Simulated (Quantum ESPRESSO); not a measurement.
# Au(111), 5 layers: cutoff convergence, part 2 of 3

Which setting serves for Au(111), 5 layers? The runs below step through one kind of setting.

Quantum ESPRESSO 7.5; plane-wave DFT, PBE, GBRV ultrasoft pseudopotentials.

So far. Step 3 (Self-consistent run: ecutwfc 50 Ry, ecutrho 250 Ry): Counted from each run's own zero (the Fermi level), the vacuum level differs from the first run's by -1 meV.

## (4) Ground state: ecutwfc 40 Ry, ecutrho 200 Ry

c2.in

```
&control
  prefix = 'c2'
  outdir = './out'
  pseudo_dir = './pseudo'
  calculation = 'scf'
  tprnfor = .true.
/
&system
  ibrav = 0
  nat = 5
  ntyp = 1
  ecutwfc = 40
  ecutrho = 200
  occupations = 'smearing'
  smearing = 'mv'
  degauss = 0.02
  assume_isolated = 'esm'
  esm_bc = 'bc1'
/
&electrons
  conv_thr = 1e-07
  mixing_beta = 0.4
  electron_maxstep = 120
  mixing_mode = 'local-TF'
/
ATOMIC_SPECIES
  Au  196.9666  au_pbe_v1.uspp.F.UPF
CELL_PARAMETERS angstrom
  2.88499566724111 0.00000000000000 0.00000000000000
  1.44249783362056 2.49847953763884 0.00000000000000
  0.00000000000000 0.00000000000000 25.42235639317470
ATOMIC_POSITIONS crystal
  Au  0.666666666700 0.666666666700 -0.185316346122
  Au  0.000000000000 0.000000000000 -0.092658173061
  Au  0.333333333300 0.333333333300 0.000000000000
  Au  0.666666666700 0.666666666700 0.092658173061
  Au  0.000000000000 0.000000000000 0.185316346122
K_POINTS automatic
  12 12 1 0 0 0
```

The run is started by

```sh
$ OMP_NUM_THREADS=1 mpirun -n 4 pw.x -nk 4 -in c2.in > c2.out
```

The log of the run:

```text
[banner, memory and clock lines left out]
Program PWSCF v.7.5 starts
[...]
Message from routine setup:
[...]
number of electrons       =        55.00
     number of Kohn-Sham states=           34
     kinetic-energy cutoff     =      40.0000  Ry
     charge density cutoff     =     200.0000  Ry
[...]
number of k points=    19  Marzari-Vanderbilt smearing, width (Ry)=  0.0200
[...]
Dense  grid:    59221 G-vectors     FFT dimensions: (  27,  27, 225)
[...]
negative rho (up, down):  5.607E-05 0.000E+00
     Starting wfcs are   45 randomized atomic wfcs
[...]
negative rho (up, down):  2.195E-03 0.000E+00
[...]
estimated scf accuracy    <       0.26136965 Ry
[...]
negative rho (up, down):  8.355E-03 0.000E+00
[...]
estimated scf accuracy    <       0.11258584 Ry
[...]
negative rho (up, down):  8.121E-03 0.000E+00
[...]
estimated scf accuracy    <       0.00207213 Ry
[...]
negative rho (up, down):  7.619E-03 0.000E+00
[...]
estimated scf accuracy    <       0.00348660 Ry
[...]
negative rho (up, down):  5.473E-03 0.000E+00
[...]
estimated scf accuracy    <       0.00229475 Ry
[...]
negative rho (up, down):  4.094E-03 0.000E+00
[...]
estimated scf accuracy    <       0.00043264 Ry
[...]
negative rho (up, down):  3.977E-03 0.000E+00
[...]
estimated scf accuracy    <       0.00021972 Ry
[...]
negative rho (up, down):  2.680E-03 0.000E+00
[...]
estimated scf accuracy    <       0.00014655 Ry
[...]
negative rho (up, down):  1.518E-03 0.000E+00
[...]
estimated scf accuracy    <       0.00004271 Ry
[...]
negative rho (up, down):  1.037E-03 0.000E+00
[...]
estimated scf accuracy    <       0.00002791 Ry
[...]
negative rho (up, down):  3.073E-04 0.000E+00
[...]
estimated scf accuracy    <       0.00010827 Ry
[...]
negative rho (up, down):  3.657E-05 0.000E+00
[...]
estimated scf accuracy    <       0.00008645 Ry
[...]
negative rho (up, down):  6.055E-05 0.000E+00
[...]
estimated scf accuracy    <       0.00000169 Ry
[...]
negative rho (up, down):  6.437E-05 0.000E+00
[...]
estimated scf accuracy    <       0.00000055 Ry
[...]
negative rho (up, down):  7.889E-05 0.000E+00
[...]
estimated scf accuracy    <       0.00000442 Ry
[...]
negative rho (up, down):  7.785E-05 0.000E+00
[...]
estimated scf accuracy    <       0.00000038 Ry
[...]
negative rho (up, down):  7.355E-05 0.000E+00
[...]
estimated scf accuracy    <       0.00000032 Ry
[...]
negative rho (up, down):  7.340E-05 0.000E+00
[...]
estimated scf accuracy    <       0.00000015 Ry
[...]
negative rho (up, down):  8.473E-05 0.000E+00
[...]
estimated scf accuracy    <       0.00000015 Ry
[...]
negative rho (up, down):  8.646E-05 0.000E+00
[...]
the Fermi energy is    -5.2054 ev
!    total energy              =    -574.88850682 Ry
     estimated scf accuracy    <       0.00000008 Ry
     smearing contrib. (-TS)   =      -0.00043175 Ry
     internal energy E=F+TS    =    -574.88807507 Ry
[...]
one-electron contribution =   10874.04372198 Ry
     hartree contribution      =   -5409.70484976 Ry
     xc contribution           =    -311.22775257 Ry
     ewald contribution        =   -5727.99919472 Ry
     convergence has been achieved in  20 iterations
     negative rho (up, down):  8.646E-05 0.000E+00
[...]
Total force =     0.028003     Total SCF correction =     0.001208
[...]
```

The job ended after 68 s (4 MPI ranks of Arm Neoverse V2, shared host; peak memory 0.56 GiB).

Numbers from this step:

| Quantity | Value |
| --- | --- |
| free energy | -7821.7566 eV |
| Fermi energy | -5.205 eV |
| vacuum line at the lower end of the cell, over the Fermi level | 5.205 eV |
| vacuum line at the upper end of the cell, over the Fermi level | 5.205 eV |

The program's own clock; routines nest. Time by routine:

```tsv
routine	wall time (s)	calls
PWSCF	67.11	1
electrons	65.51	1
c_bands	51.32	21
cegterg	44.79	105
h_psi	30.53	912
fftw	23.13	33006
vloc_psi	22.8	912
sum_band	6.03	21
mix_rho	5.04	21
calbec	4.81	1037
add_vuspsi	3.84	912
s_psi	3.81	912
h_psi:calbec	3.79	912
ffts	3.15	2315
```

Counted from each run's own zero (the Fermi level), the vacuum level differs from the first run's by +10 meV.

## (5) Ground state: ecutwfc 34 Ry, ecutrho 170 Ry

c3.in, as its differences from the input of step 4:

```diff
@@ -1,3 +1,3 @@
 &control
-  prefix = 'c2'
+  prefix = 'c3'
   outdir = './out'
@@ -11,4 +11,4 @@
   ntyp = 1
-  ecutwfc = 40
-  ecutrho = 200
+  ecutwfc = 34
+  ecutrho = 170
   occupations = 'smearing'
```

The run is started by

```sh
$ OMP_NUM_THREADS=1 mpirun -n 4 pw.x -nk 4 -in c3.in > c3.out
```

The log of the run:

```text
[banner, memory and clock lines left out]
Program PWSCF v.7.5 starts
[...]
Message from routine setup:
[...]
number of electrons       =        55.00
     number of Kohn-Sham states=           34
     kinetic-energy cutoff     =      34.0000  Ry
     charge density cutoff     =     170.0000  Ry
[...]
number of k points=    19  Marzari-Vanderbilt smearing, width (Ry)=  0.0200
[...]
Dense  grid:    46339 G-vectors     FFT dimensions: (  24,  24, 200)
[...]
negative rho (up, down):  1.229E-04 0.000E+00
     Starting wfcs are   45 randomized atomic wfcs
[...]
negative rho (up, down):  2.297E-03 0.000E+00
[...]
estimated scf accuracy    <       0.26756197 Ry
[...]
negative rho (up, down):  8.586E-03 0.000E+00
[...]
estimated scf accuracy    <       0.11251674 Ry
[...]
negative rho (up, down):  8.370E-03 0.000E+00
[...]
estimated scf accuracy    <       0.00201958 Ry
[...]
negative rho (up, down):  7.914E-03 0.000E+00
[...]
estimated scf accuracy    <       0.00381417 Ry
[...]
negative rho (up, down):  5.613E-03 0.000E+00
[...]
estimated scf accuracy    <       0.00261617 Ry
[...]
negative rho (up, down):  4.142E-03 0.000E+00
[...]
estimated scf accuracy    <       0.00056207 Ry
[...]
negative rho (up, down):  4.015E-03 0.000E+00
[...]
estimated scf accuracy    <       0.00019480 Ry
[...]
negative rho (up, down):  3.320E-03 0.000E+00
[...]
estimated scf accuracy    <       0.00014108 Ry
[...]
negative rho (up, down):  1.473E-03 0.000E+00
[...]
estimated scf accuracy    <       0.00006783 Ry
[...]
negative rho (up, down):  1.619E-03 0.000E+00
[...]
estimated scf accuracy    <       0.00018412 Ry
[...]
negative rho (up, down):  8.091E-04 0.000E+00
[...]
estimated scf accuracy    <       0.00003000 Ry
[...]
negative rho (up, down):  3.322E-04 0.000E+00
[...]
estimated scf accuracy    <       0.00016152 Ry
[...]
negative rho (up, down):  2.353E-04 0.000E+00
[...]
estimated scf accuracy    <       0.00032506 Ry
[...]
negative rho (up, down):  2.466E-04 0.000E+00
[...]
estimated scf accuracy    <       0.00000583 Ry
[...]
negative rho (up, down):  2.482E-04 0.000E+00
[...]
estimated scf accuracy    <       0.00000141 Ry
[...]
negative rho (up, down):  2.556E-04 0.000E+00
[...]
estimated scf accuracy    <       0.00000033 Ry
[...]
negative rho (up, down):  2.590E-04 0.000E+00
[...]
estimated scf accuracy    <       0.00000077 Ry
[...]
negative rho (up, down):  2.707E-04 0.000E+00
[...]
estimated scf accuracy    <       0.00000039 Ry
[...]
negative rho (up, down):  2.725E-04 0.000E+00
[...]
estimated scf accuracy    <       0.00000015 Ry
[...]
negative rho (up, down):  2.684E-04 0.000E+00
[...]
estimated scf accuracy    <       0.00000011 Ry
[...]
negative rho (up, down):  2.663E-04 0.000E+00
[...]
estimated scf accuracy    <       0.00000015 Ry
[...]
negative rho (up, down):  2.670E-04 0.000E+00
[...]
estimated scf accuracy    <       0.00000014 Ry
[...]
negative rho (up, down):  2.760E-04 0.000E+00
[...]
the Fermi energy is    -5.1886 ev
!    total energy              =    -574.88775288 Ry
     estimated scf accuracy    <       0.00000003 Ry
     smearing contrib. (-TS)   =      -0.00042697 Ry
     internal energy E=F+TS    =    -574.88732591 Ry
[...]
one-electron contribution =   10873.98267375 Ry
     hartree contribution      =   -5409.64340685 Ry
     xc contribution           =    -311.22739810 Ry
     ewald contribution        =   -5727.99919472 Ry
     convergence has been achieved in  23 iterations
     negative rho (up, down):  2.760E-04 0.000E+00
[...]
Total force =     0.028088     Total SCF correction =     0.001191
[...]
```

Elapsed: 58 s, on 4 MPI ranks; peak memory 0.57 GiB.

Numbers from this step:

```
free energy                                                    : -7821.7463 eV
Fermi energy                                                   : -5.189 eV
vacuum line at the lower end of the cell, over the Fermi level : 5.189 eV
vacuum line at the upper end of the cell, over the Fermi level : 5.189 eV
```

The program's own clock; routines nest. Time by routine:

```tsv
routine	wall time (s)	calls
PWSCF	57.45	1
electrons	56.15	1
c_bands	43.28	24
cegterg	38.22	120
h_psi	26.24	1115
fftw	20.18	35394
vloc_psi	19.82	1115
sum_band	5.53	24
mix_rho	4.69	24
calbec	4.01	1255
add_vuspsi	3.21	1115
s_psi	3.15	1115
h_psi:calbec	3.14	1115
ffts	2.94	2670
```

Counted from each run's own zero (the Fermi level), the vacuum level differs from the first run's by -6 meV.

## (6) SCF with pw.x: ecutwfc 28 Ry, ecutrho 140 Ry

c4.in, as its differences from the input of step 5:

```diff
@@ -1,3 +1,3 @@
 &control
-  prefix = 'c3'
+  prefix = 'c4'
   outdir = './out'
@@ -11,4 +11,4 @@
   ntyp = 1
-  ecutwfc = 34
-  ecutrho = 170
+  ecutwfc = 28
+  ecutrho = 140
   occupations = 'smearing'
```

The run is started by

```sh
$ OMP_NUM_THREADS=1 mpirun -n 4 pw.x -nk 4 -in c4.in > c4.out
```

The log of the run:

```text
[banner, memory and clock lines left out]
Program PWSCF v.7.5 starts
[...]
Message from routine setup:
[...]
number of electrons       =        55.00
     number of Kohn-Sham states=           34
     kinetic-energy cutoff     =      28.0000  Ry
     charge density cutoff     =     140.0000  Ry
[...]
number of k points=    19  Marzari-Vanderbilt smearing, width (Ry)=  0.0200
[...]
Dense  grid:    34531 G-vectors     FFT dimensions: (  24,  24, 192)
[...]
negative rho (up, down):  1.233E-04 0.000E+00
     Starting wfcs are   45 randomized atomic wfcs
[...]
negative rho (up, down):  2.182E-03 0.000E+00
[...]
estimated scf accuracy    <       0.27658150 Ry
[...]
negative rho (up, down):  8.081E-03 0.000E+00
[...]
estimated scf accuracy    <       0.11407265 Ry
[...]
negative rho (up, down):  7.994E-03 0.000E+00
[...]
estimated scf accuracy    <       0.00201160 Ry
[...]
negative rho (up, down):  7.695E-03 0.000E+00
[...]
estimated scf accuracy    <       0.00368874 Ry
[...]
negative rho (up, down):  5.742E-03 0.000E+00
[...]
estimated scf accuracy    <       0.00277910 Ry
[...]
negative rho (up, down):  4.286E-03 0.000E+00
[...]
estimated scf accuracy    <       0.00073646 Ry
[...]
negative rho (up, down):  4.068E-03 0.000E+00
[...]
estimated scf accuracy    <       0.00017115 Ry
[...]
negative rho (up, down):  3.635E-03 0.000E+00
[...]
estimated scf accuracy    <       0.00011981 Ry
[...]
negative rho (up, down):  1.622E-03 0.000E+00
[...]
estimated scf accuracy    <       0.00009394 Ry
[...]
negative rho (up, down):  1.647E-03 0.000E+00
[...]
estimated scf accuracy    <       0.00021980 Ry
[...]
negative rho (up, down):  1.045E-03 0.000E+00
[...]
estimated scf accuracy    <       0.00006714 Ry
[...]
negative rho (up, down):  4.472E-04 0.000E+00
[...]
estimated scf accuracy    <       0.00009430 Ry
[...]
negative rho (up, down):  4.492E-04 0.000E+00
[...]
estimated scf accuracy    <       0.00006526 Ry
[...]
negative rho (up, down):  4.482E-04 0.000E+00
[...]
estimated scf accuracy    <       0.00002152 Ry
[...]
negative rho (up, down):  4.275E-04 0.000E+00
[...]
estimated scf accuracy    <       0.00001180 Ry
[...]
negative rho (up, down):  4.607E-04 0.000E+00
[...]
estimated scf accuracy    <       0.00000302 Ry
[...]
negative rho (up, down):  4.614E-04 0.000E+00
[...]
estimated scf accuracy    <       0.00000070 Ry
[...]
negative rho (up, down):  4.575E-04 0.000E+00
[...]
the Fermi energy is    -5.1865 ev
!    total energy              =    -574.88662101 Ry
     estimated scf accuracy    <       0.00000002 Ry
     smearing contrib. (-TS)   =      -0.00042719 Ry
     internal energy E=F+TS    =    -574.88619382 Ry
[...]
one-electron contribution =   10873.99494534 Ry
     hartree contribution      =   -5409.64848870 Ry
     xc contribution           =    -311.23345575 Ry
     ewald contribution        =   -5727.99919472 Ry
     convergence has been achieved in  18 iterations
     negative rho (up, down):  4.575E-04 0.000E+00
[...]
Total force =     0.027765     Total SCF correction =     0.000311
[...]
```

Run time: 38 s. Hardware: 4 MPI ranks; peak memory 0.48 GiB; 2.5 min of CPU time.

Numbers from this step:

| Quantity | Value |
| --- | --- |
| free energy | -7821.7309 eV |
| Fermi energy | -5.186 eV |
| vacuum line at the lower end of the cell, over the Fermi level | 5.186 eV |
| vacuum line at the upper end of the cell, over the Fermi level | 5.187 eV |

The program's own clock; routines nest. Time by routine:

```tsv
routine	wall time (s)	calls
PWSCF	37.66	1
electrons	36.57	1
c_bands	27.95	19
cegterg	24.13	95
h_psi	17.25	885
fftw	13.89	26796
vloc_psi	13.55	885
sum_band	3.62	19
mix_rho	3.29	19
calbec	2.34	1000
ffts	2.3	1961
add_vuspsi	1.85	885
s_psi	1.81	885
h_psi:calbec	1.8	885
```

Counted from each run's own zero (the Fermi level), the vacuum level differs from the first run's by -9 meV.

## (7) SCF with pw.x: ecutwfc 22 Ry, ecutrho 110 Ry

c5.in, as its differences from the input of step 6:

```diff
@@ -1,3 +1,3 @@
 &control
-  prefix = 'c4'
+  prefix = 'c5'
   outdir = './out'
@@ -11,4 +11,4 @@
   ntyp = 1
-  ecutwfc = 28
-  ecutrho = 140
+  ecutwfc = 22
+  ecutrho = 110
   occupations = 'smearing'
```

The run is started by

```sh
$ OMP_NUM_THREADS=1 mpirun -n 4 pw.x -nk 4 -in c5.in > c5.out
```

The log of the run:

```text
[banner, memory and clock lines left out]
Program PWSCF v.7.5 starts
[...]
Message from routine setup:
[...]
number of electrons       =        55.00
     number of Kohn-Sham states=           34
     kinetic-energy cutoff     =      22.0000  Ry
     charge density cutoff     =     110.0000  Ry
[...]
number of k points=    19  Marzari-Vanderbilt smearing, width (Ry)=  0.0200
[...]
Dense  grid:    23963 G-vectors     FFT dimensions: (  24,  24, 162)
[...]
negative rho (up, down):  3.025E-05 0.000E+00
     Starting wfcs are   45 randomized atomic wfcs
[...]
negative rho (up, down):  2.452E-03 0.000E+00
[...]
estimated scf accuracy    <       0.29739621 Ry
[...]
negative rho (up, down):  8.561E-03 0.000E+00
[...]
estimated scf accuracy    <       0.12267291 Ry
[...]
negative rho (up, down):  8.262E-03 0.000E+00
[...]
estimated scf accuracy    <       0.00198852 Ry
[...]
negative rho (up, down):  7.956E-03 0.000E+00
[...]
estimated scf accuracy    <       0.00415404 Ry
[...]
negative rho (up, down):  5.901E-03 0.000E+00
[...]
estimated scf accuracy    <       0.00308005 Ry
[...]
negative rho (up, down):  4.267E-03 0.000E+00
[...]
estimated scf accuracy    <       0.00058628 Ry
[...]
negative rho (up, down):  4.175E-03 0.000E+00
[...]
estimated scf accuracy    <       0.00053594 Ry
[...]
negative rho (up, down):  2.851E-03 0.000E+00
[...]
estimated scf accuracy    <       0.00029909 Ry
[...]
negative rho (up, down):  1.845E-03 0.000E+00
[...]
estimated scf accuracy    <       0.00017434 Ry
[...]
negative rho (up, down):  1.057E-03 0.000E+00
[...]
estimated scf accuracy    <       0.00002781 Ry
[...]
negative rho (up, down):  5.075E-04 0.000E+00
[...]
estimated scf accuracy    <       0.00007363 Ry
[...]
negative rho (up, down):  4.020E-04 0.000E+00
[...]
estimated scf accuracy    <       0.00002148 Ry
[...]
negative rho (up, down):  4.017E-04 0.000E+00
[...]
estimated scf accuracy    <       0.00000047 Ry
[...]
negative rho (up, down):  4.285E-04 0.000E+00
[...]
estimated scf accuracy    <       0.00000207 Ry
[...]
negative rho (up, down):  4.225E-04 0.000E+00
[...]
estimated scf accuracy    <       0.00000086 Ry
[...]
negative rho (up, down):  3.779E-04 0.000E+00
[...]
the Fermi energy is    -5.1891 ev
!    total energy              =    -574.85728449 Ry
     estimated scf accuracy    <       0.00000003 Ry
     smearing contrib. (-TS)   =      -0.00042398 Ry
     internal energy E=F+TS    =    -574.85686051 Ry
[...]
one-electron contribution =   10873.99769773 Ry
     hartree contribution      =   -5409.68400865 Ry
     xc contribution           =    -311.17135486 Ry
     ewald contribution        =   -5727.99919472 Ry
     convergence has been achieved in  16 iterations
     negative rho (up, down):  3.779E-04 0.000E+00
[...]
Total force =     0.028125     Total SCF correction =     0.000529
[...]
```

The job ended after 21 s (4 MPI ranks; peak memory 0.39 GiB; 85 s of CPU time).

This step gave:

| Quantity | Value |
| --- | --- |
| free energy | -7821.3318 eV |
| Fermi energy | -5.189 eV |
| vacuum line at the lower end of the cell, over the Fermi level | 5.189 eV |
| vacuum line at the upper end of the cell, over the Fermi level | 5.189 eV |

The program's own clock; routines nest. Time by routine:

```tsv
routine	wall time (s)	calls
PWSCF	20.74	1
electrons	19.97	1
c_bands	15.93	17
cegterg	13.38	85
h_psi	8.94	720
fftw	6.82	24630
vloc_psi	6.67	720
sum_band	1.75	17
calbec	1.45	825
mix_rho	1.37	17
add_vuspsi	1.14	720
s_psi	1.12	720
h_psi:calbec	1.11	720
ffts	0.85	1705
```

Counted from each run's own zero (the Fermi level), the vacuum level differs from the first run's by -6 meV.

(Part 2 of 3 ends here.)

[Logs are printed without paths, hosts, clocks, repeated set-up lines and the standing remarks that a program may print on its own settings, such as how far it seeks lower states.]

[Hosts, paths, dates, database ids (printed as entryN), source tags and the programs' standing remarks are cut or masked in the printed files.]

[Maps of the electrostatic potential energy from Ansatz leave out the sawtooth potential of an applied field or a dipole correction, so their vacuum need not be flat; planar profiles and work functions include it.]
